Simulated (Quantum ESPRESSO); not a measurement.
Entries from a set of simulations; values are calculated unless marked as measured.

```
Collinear magnetic orders of CaCu2O3 with Quantum ESPRESSO
1.0
     4.11000    0.00000    0.00000
     0.00000    9.85000    0.00000
     0.00000    0.00000    3.47000
Ca Cu O
2 4 6
Direct
  0.00000 0.00000 0.65670
  0.50000 0.50000 0.34330
  0.50000 0.83400 0.15340
  0.50000 0.16600 0.15340
  0.00000 0.33400 0.84660
  0.00000 0.66600 0.84660
  0.00000 0.82900 0.12900
  0.00000 0.17100 0.12900
  0.50000 0.32900 0.87100
  0.50000 0.67100 0.87100
  0.50000 0.00000 0.41500
  0.00000 0.50000 0.58500
# method: LDA; plane waves with GBRV 1.5 LDA potentials, no spin-orbit coupling (and 1 further level or step)
# program: Quantum ESPRESSO 7.5
# settings of one run: GBRV 1.5 LDA, cutoff 544.23 eV, 6×2×6 k-mesh, 85 bands, fermi-dirac occupations, smearing width 0.05 eV, collinear spin, SCF threshold 2.40e-8, mesh matched on, starting moments 0 0 1 1 1 1 0 0 0 0 0 0 μB
# cost: 3 runs, 6.9 min in all on 4 MPI ranks of Arm Neoverse V2, shared host (the runs of this entry)
# notes: No Hubbard term acts here. In such compounds local and semilocal functionals without one often delocalise the d electrons, and can shrink or lose moments and miss the size, sign and order of the couplings.
# lowest state found: non-magnetic (from ferro ++++, antiferro +-+- and antiferro ++--)
# largest site moment: 0 μB
```

[Logs and program files are shortened in this print: banners, set-up blocks, solver, clock and traceback lines can be left out without a mark of their own.]

[Logs are printed without paths, hosts, clocks, repeated set-up lines and the standing remarks that a program may print on its own settings, such as how far it seeks lower states.]

[Hosts, paths, dates, database ids (printed as entryN), source tags and the programs' standing remarks are cut or masked in the printed files.]

[Where a cell is said to come from a database of computed structures, the database is the Materials Project.]
